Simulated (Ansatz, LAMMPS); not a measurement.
# Relaxing ionic liquid triethylsulfonium methanesulfonate with Li salt, from a frame at 450 K (189 atoms), part 2 of 2

Aim: bring ionic liquid triethylsulfonium methanesulfonate with Li salt, from a frame at 450 K (189 atoms) to a nearby minimum of the energy and see what moves.

Ansatz 0.2.0; Kohn-Sham DFT, PBE+D3(BJ), PAW (set soft_2), plane waves.

The cell: 43 C, 13 S, 111 H, 21 O and 1 Li. The network of contacts between molecules at the start is that of the classical potential that made the cell. The density was typed from a rule of thumb and may lie off the real one at this temperature. Sampling is at Γ alone, for a cell whose shortest periodic width is 12 Å.

So far, density (g/cm³): step 5 (local order after relaxation) 1.20.

## 6. Single point at the relaxed geometry

The electronic structure is read at the final geometry, in a run of its own.

Contents of input.yaml:

```yaml
crystal:
  lattice:
    - [12.42715, 0.0, 0.0]
    - [0.0, 12.42715, 0.0]
    - [0.0, 0.0, 12.42715]
  atoms:
    - { symbol: C, position: [0.06872, 0.13357, 0.39897] }
    - { symbol: C, position: [0.05488, 0.01201, 0.3993] }
    - { symbol: S, position: [0.16881, 0.94617, 0.46367] }
    - { symbol: C, position: [0.14206, 0.80443, 0.44023] }
    - { symbol: C, position: [0.17997, 0.77028, 0.32912] }
    - { symbol: C, position: [0.13634, 0.96439, 0.60474] }
    - { symbol: C, position: [0.2235, 0.9209, 0.67835] }
    - { symbol: H, position: [0.99452, 0.16991, 0.36791] }
    - { symbol: H, position: [0.13455, 0.15808, 0.34558] }
    - { symbol: H, position: [0.08406, 0.16687, 0.47923] }
    - { symbol: H, position: [0.0531, 0.97931, 0.31696] }
    - { symbol: H, position: [0.98384, 0.98606, 0.44508] }
    - { symbol: H, position: [0.18744, 0.76225, 0.50359] }
    - { symbol: H, position: [0.05547, 0.79103, 0.45181] }
    - { symbol: H, position: [0.26778, 0.77725, 0.32334] }
    - { symbol: H, position: [0.15877, 0.68509, 0.3186] }
    - { symbol: H, position: [0.14306, 0.81757, 0.26429] }
    - { symbol: H, position: [0.05635, 0.92917, 0.61697] }
    - { symbol: H, position: [0.13097, 0.05235, 0.61318] }
    - { symbol: H, position: [0.23784, 0.83436, 0.66856] }
    - { symbol: H, position: [0.29948, 0.96384, 0.66488] }
    - { symbol: H, position: [0.19918, 0.93655, 0.76192] }
    - { symbol: C, position: [0.4468, 0.7017, 0.17401] }
    - { symbol: C, position: [0.53166, 0.68675, 0.26058] }
    - { symbol: S, position: [0.59154, 0.81507, 0.29931] }
    - { symbol: C, position: [0.7123, 0.77806, 0.37455] }
    - { symbol: C, position: [0.80026, 0.86165, 0.36072] }
    - { symbol: C, position: [0.49603, 0.86286, 0.39986] }
    - { symbol: C, position: [0.53419, 0.96585, 0.4535] }
    - { symbol: H, position: [0.48167, 0.73451, 0.09976] }
    - { symbol: H, position: [0.38139, 0.75505, 0.19971] }
    - { symbol: H, position: [0.41032, 0.62324, 0.15519] }
    [... 151 atom lines left out ...]
    - { symbol: O, position: [0.15654, 0.37475, 0.73704] }
    - { symbol: O, position: [0.18461, 0.20709, 0.63644] }
    - { symbol: H, position: [0.96879, 0.29428, 0.63843] }
    - { symbol: H, position: [0.96964, 0.16203, 0.6979] }
    - { symbol: H, position: [0.95044, 0.27742, 0.78231] }
    - { symbol: Li, position: [0.11094, 0.23546, 0.97948] }
kpoints:
  mp_grid: { grid: [1, 1, 1] }
hamiltonian:
  xc: pbe
  dispersion: d3bj
scf:
  occupations: { method: fixed }
output:
  forces: true
  stress: true
  populations: true
  dos:
    method: { smearing: { sigma: 0.1 } }
    de: 0.1
    projected: { site_lists: { C: [C], H: [H], Li: [Li], O: [O], S: [S] } }
  eigenvalues: true
  write_density: true
  write_potential: true
  volumetric_format: npy
  elf: true
```

On the command line:

```bash
$ ansatz run input.yaml --threads 4 --pin off --max-ram 8192MiB --backend cpu --events-out ev --progress --plain --runs-dir out
```

Run time: 13 s. Hardware: 4 threads of AMD EPYC 9R45, shared host; peak memory 2.8 GiB; 49 s of CPU time.

The program notes that the exchange-correlation potential is rough where the density is thin.

The run gave:

```yaml
free_energy: -36425.8267 eV
free_energy_per_atom: -192.7292 eV/atom
scf_cycles: 10
pressure: -0.3151 GPa
r_m_s_force_component: 0.00823 eV/Å
longest_force: 0.05871 eV/Å
fermi_energy: 0.1862 eV
spacing_of_highest_filled_and_lowest_empty_level: 3.471 eV
spilling_of_the_projection: 0.01705
```

Löwdin charges by element and coordination (they lack the spilled electrons, 0.044 e an atom on average):

| element | coordination | atoms | mean charge (e) | spread | least | most |
| --- | --- | --- | --- | --- | --- | --- |
| C | all | 43 | -0.441 | 0.109 | -0.666 | -0.337 |
| H | all | 111 | 0.208 | 0.0193 | 0.159 | 0.245 |
| Li | all | 1 | 0.746 | 0 | 0.746 | 0.746 |
| O | all | 21 | -0.819 | 0.0118 | -0.839 | -0.797 |
| O | 1 | 17 | -0.816 | 0.0108 | -0.832 | -0.797 |
| O | 2 | 4 | -0.832 | 0.0046 | -0.839 | -0.827 |
| S | all | 13 | 1.59 | 0.769 | 0.745 | 2.31 |
| S | 3 | 6 | 0.761 | 0.0125 | 0.745 | 0.780 |
| S | 4 | 7 | 2.30 | 0.0041 | 2.29 | 2.31 |

States in the cell by windows of 1 eV, zero at the Fermi level; the larger projections on atomic orbitals stand beside the total:

| from (eV) | to (eV) | total | C p | O p | H s | S p |
| --- | --- | --- | --- | --- | --- | --- |
| -10 | -9 | 11.9 | 3.2 | 0.1 | 3.4 | 0.6 |
| -9 | -8 | 14.1 | 1.7 | 3.4 | 1.8 | 0.3 |
| -8 | -7 | 9.1 | 5.2 | 0.2 | 1.9 | 1.3 |
| -7 | -6 | 43.0 | 24.3 | 2.2 | 9.2 | 5.4 |
| -6 | -5 | 58.1 | 21.8 | 14.6 | 8.4 | 7.5 |
| -5 | -4 | 71.1 | 41.2 | 6.1 | 18.7 | 2.5 |
| -4 | -3 | 52.4 | 27.1 | 2.9 | 17.4 | 3.9 |
| -3 | -2 | 38.6 | 5.8 | 21.3 | 4.0 | 5.7 |
| -2 | -1 | 39.2 | 4.2 | 31.0 | 1.2 | 1.1 |
| -1 | 0 | 21.0 | 1.0 | 19.2 | 0.2 | 0.1 |
| 0 | 1 | 1.6 | 0.0 | 1.5 | 0.0 | 0.0 |
| 1 | 3 | 0.0 | 0.0 | 0.0 | 0.0 | 0.0 |
| 3 | 4 | 8.6 | 2.2 | 0.0 | 0.8 | 2.8 |
| 4 | 5 | 20.0 | 4.9 | 0.1 | 2.9 | 5.4 |

With fixed occupations the program's Fermi level is the highest filled level; weight inside the gap is the broadening of levels at its edges.

Between -26 and -10 eV lie 128 more states.

The levels nearest the highest filled one (over half full), pooled over k-points and spins:

| level less the highest filled one (eV) | occupation |
| --- | --- |
| -0.218 | 2 |
| -0.179 | 2 |
| -0.170 | 2 |
| -0.0648 | 2 |
| -0.0222 | 2 |
| 0 | 2 |
| 3.47 | 0 |
| 3.68 | 0 |
| 3.72 | 0 |
| 3.96 | 0 |
| 4.03 | 0 |
| 4.18 | 0 |

Electrostatic potential energy in the bc plane at fractional x = 0.069, with atoms of C and H and S and O within 0.2 Å of it. With pseudopotentials it is smooth inside the atoms' cores, unlike the true potential.

Values in eV, 13 rows by 16 columns, each cell a mean:
```
 -9   4   4  -5  -2   5   6   3   1 -17 -27  -5   5   5   4  -8
-16   2   6   5   5   6   5  -6  -4 -19 -28  -5   5   5   5   2
  4   5   6   2  -1   4   4  -7   3   2   2   4   5   5   5   5
  5   5   4  -6 -13   1   6   6   5   5   5   5   5   5   5   5
  3   5   5   3   1   4   5   3   3   4   5   5   5   5  -4  -6
  3   4   5   5   6   6   3 -18 -23 -16   1   5   5   4  -1  -3
  1   3 -11   0   6   6   6   3  -4   0   5   5  -4   0   2   1
-31 -19 -31   0   6   7   6   2 -13   0   5   5  -6  -1   2 -14
-13  -4  -9   3   6   6   7  -2 -29  -1   6   6   5   5   4 -13
  4   6   5   5   5   6   6   7   6   7   6   6   5   5   6   2
  6   7   6   4   4   4   2   6   6   5   4   5   6   6  -6 -15
 -7   4   6   6   5   5   4   5   5  -1 -15   0   5   7  -9 -27
-18   2   5   0   1   6   6   5   4  -6 -27  -4   5   6   3 -16
```
Columns run along b (12.4 Å; values clipped at the 3rd and 97th percentile), rows up along c (12.4 Å). Atoms in or near the plane, at fractional coordinates: C at (0.13, 0.40), C at (0.01, 0.40), H at (0.17, 0.48), H at (0.98, 0.32), H at (0.79, 0.45), H at (0.93, 0.62), S at (0.64, 0.91), H at (0.46, 0.83), O at (0.52, 0.35), H at (0.46, 0.58), O at (0.94, 0.14), H at (0.03, 0.87).

ELF in the bc plane at fractional x = 0.069, with atoms of C and H and S and O within 0.2 Å of it. It is the smooth field of the valence electrons, not physical close to the nuclei.

Values in units of 1e-1, 13 rows by 16 columns, each cell a mean:
```
7.2 2.1 0.2 1.2 0.6 0.1 0.8 5.2 3.7 6.1 6.4 6.3 1.4 0.5 3.4 6.3
9.8 5.3 1.8 3.4 0.9 0.1 2.6 8.0 6.3 6.2 6.4 9.4 3.8 0.4 2.9 5.6
4.6 1.1 1.8 3.0 2.7 1.3 2.0 6.4 4.2 1.3 4.2 4.3 0.6 0.1 0.1 1.3
0.3 0.1 0.8 5.9 7.8 2.6 3.4 0.6 0.1 0.1 0.1 0.0 0.1 0.1 0.7 0.9
4.7 2.2 0.4 1.7 2.6 0.7 1.2 4.4 3.4 3.9 3.1 0.1 0.0 1.4 8.3 8.1
3.5 1.7 1.2 0.6 0.2 0.1 5.6 9.8 7.2 9.2 8.2 0.5 0.6 0.9 5.8 6.1
2.2 3.2 9.5 8.0 1.0 0.0 0.9 3.1 4.5 4.4 1.9 1.9 8.1 5.5 1.4 2.8
4.6 7.2 4.9 5.1 0.6 0.0 0.6 4.0 5.8 3.7 0.4 1.6 7.7 6.2 1.4 5.4
7.7 4.4 5.8 3.3 0.2 0.0 1.2 7.1 6.9 6.1 0.5 0.7 1.2 1.0 1.8 9.0
2.9 0.3 0.9 1.5 2.3 0.9 0.7 2.5 5.0 2.2 0.3 0.4 2.4 2.3 0.9 3.9
3.6 0.5 0.5 5.1 6.4 5.8 7.8 1.5 0.1 0.5 1.9 0.8 0.1 1.9 7.1 7.4
4.3 4.2 4.8 0.7 0.9 2.0 2.9 0.5 1.4 4.7 5.4 4.1 0.9 2.7 7.2 6.6
6.4 3.4 3.9 0.6 0.3 0.3 0.3 0.9 0.9 4.9 5.4 4.8 1.3 0.2 1.9 6.4
```
Columns run along b (12.4 Å), rows up along c (12.4 Å). Atoms in or near the plane, at fractional coordinates: C at (0.13, 0.40), C at (0.01, 0.40), H at (0.17, 0.48), H at (0.98, 0.32), H at (0.79, 0.45), H at (0.93, 0.62), S at (0.64, 0.91), H at (0.46, 0.83), O at (0.52, 0.35), H at (0.46, 0.58), O at (0.94, 0.14), H at (0.03, 0.87).

Mean Löwdin charges: C -0.44, H +0.21, Li +0.75, O -0.82, S +1.59 e (they miss 1.7 % of the electrons, so they add up to more than the cell's charge).

Local excerpt of 10 atoms (numbers count through the whole input) about H30, picked at random; x, y, z are measured from there.

| atom | x | y | z | distance (Å) | bonds | Löwdin charge (e) |
| --- | --- | --- | --- | --- | --- | --- |
| H30 | 0.00 | 0.00 | 0.00 | 0.00 | 1 | 0.16 |
| C23 | -0.43 | -0.41 | 0.92 | 1.10 | 4 | -0.45 |
| H31 | -1.25 | 0.26 | 1.24 | 1.78 | 1 | 0.19 |
| H32 | -0.89 | -1.38 | 0.69 | 1.78 | 1 | 0.24 |
| C24 | 0.62 | -0.59 | 2.00 | 2.18 | 4 | -0.35 |
| H108 | 1.17 | -1.38 | -1.40 | 2.29 | 1 | 0.19 |
| H56 | -0.07 | 2.33 | 0.31 | 2.35 | 1 | 0.17 |
| H33 | 1.47 | -1.18 | 1.63 | 2.50 | 1 | 0.21 |
| H58 | 1.73 | 1.35 | -1.21 | 2.51 | 1 | 0.18 |
| H63 | -0.48 | 1.26 | -2.13 | 2.52 | 1 | 0.19 |

The column of bonds counts only the pairs H-C within 1.34 Å, C-C within 1.85 Å, C-S within 2.21 Å, O-S within 1.88 Å, O-Li within 2.48 Å; other neighbours, such as metal atoms beside each other in a compound, aren't counted, and periodic images can show an atom twice.

## 7. A run with a doubtful setting

A doubtful change is made on purpose, to see how the program answers.

input.yaml, the sections that differ from step 6:

```yaml
crystal:
  lattice:
    - [12.42715, 0.0, 0.0]
    - [0.0, 12.42715, 0.0]
    - [0.0, 0.0, 12.42715]
  atoms:
    [... the 189 atom lines of step 3 ...]
scf:
  occupations: { method: methfessel_paxton, width: 2.0 }
  max_iter: 60
output:
  forces: true
# kpoints, hamiltonian: as in step 6
```

The job ended after 26 s (4 threads; peak memory 3.2 GiB).

The SCF closed, but on a changed input, so its numbers are not taken as the system's.

The fault in the input: a smearing of electronvolts (scf.occupations.method = "methfessel_paxton" and scf.occupations.width = 2.0). The fix is to set scf.occupations.method back to "fixed" and take out scf.occupations.width.

How far it lies from the reference, the single point at the start:

```
r.m.s. difference of force components : 108.9 meV/Å
longest difference of force vectors   : 831.3 meV/Å
force difference over r.m.s. force    : 8.938 %
```

## 8. What came out

```
energy change in the relaxation                  : -84.43 meV/atom
r.m.s. displacement                              : 1.515 Å
largest displacement                             : 3.815 Å
free energy per atom                             : -192.7292 eV/atom
pressure                                         : -0.3151 GPa
r.m.s. force component                           : 0.00823 eV/Å
gap (highest filled to lowest empty level) : 3.471 eV
wall time of the 4 DFT runs                      : 7.4 min
```

In words: Relaxation lowers the energy by 84.4 meV/atom and moves atoms by 1.5 Å r.m.s.; the r.m.s. force component goes from 1.2 to 0.0082 eV/Å, the pressure goes from 2.3 to -0.32 GPa, and the gap from 1.38 to 3.47 eV. By the final cutoffs no bond was broken or made. First to last step the energy falls by 15.957 eV; the largest move, 3.81 Å, is that of H8. The O-Li bonds change most in mean length: from 1.916 Å (spread 0.032) to 1.989 Å (spread 0.040). With the cutoffs above, all C atoms have 4, all H atoms have 1, all Li atoms have 4 and 81 % of O atoms have 1 bonded neighbour. Between filled and empty levels lie 3.47 eV (at Γ alone); a semilocal functional tends to put such gaps too low. In a disordered cell it changes from sample to sample and from frame to frame.

Caveats: The network of contacts between molecules at the start is that of the classical potential that made the cell; in DFT atoms moved by 1.5 Å r.m.s.

[Logs are printed without paths, hosts, clocks, repeated set-up lines and the standing remarks that a program may print on its own settings, such as how far it seeks lower states.]

[Hosts, paths, dates, database ids (printed as entryN), source tags and the programs' standing remarks are cut or masked in the printed files.]
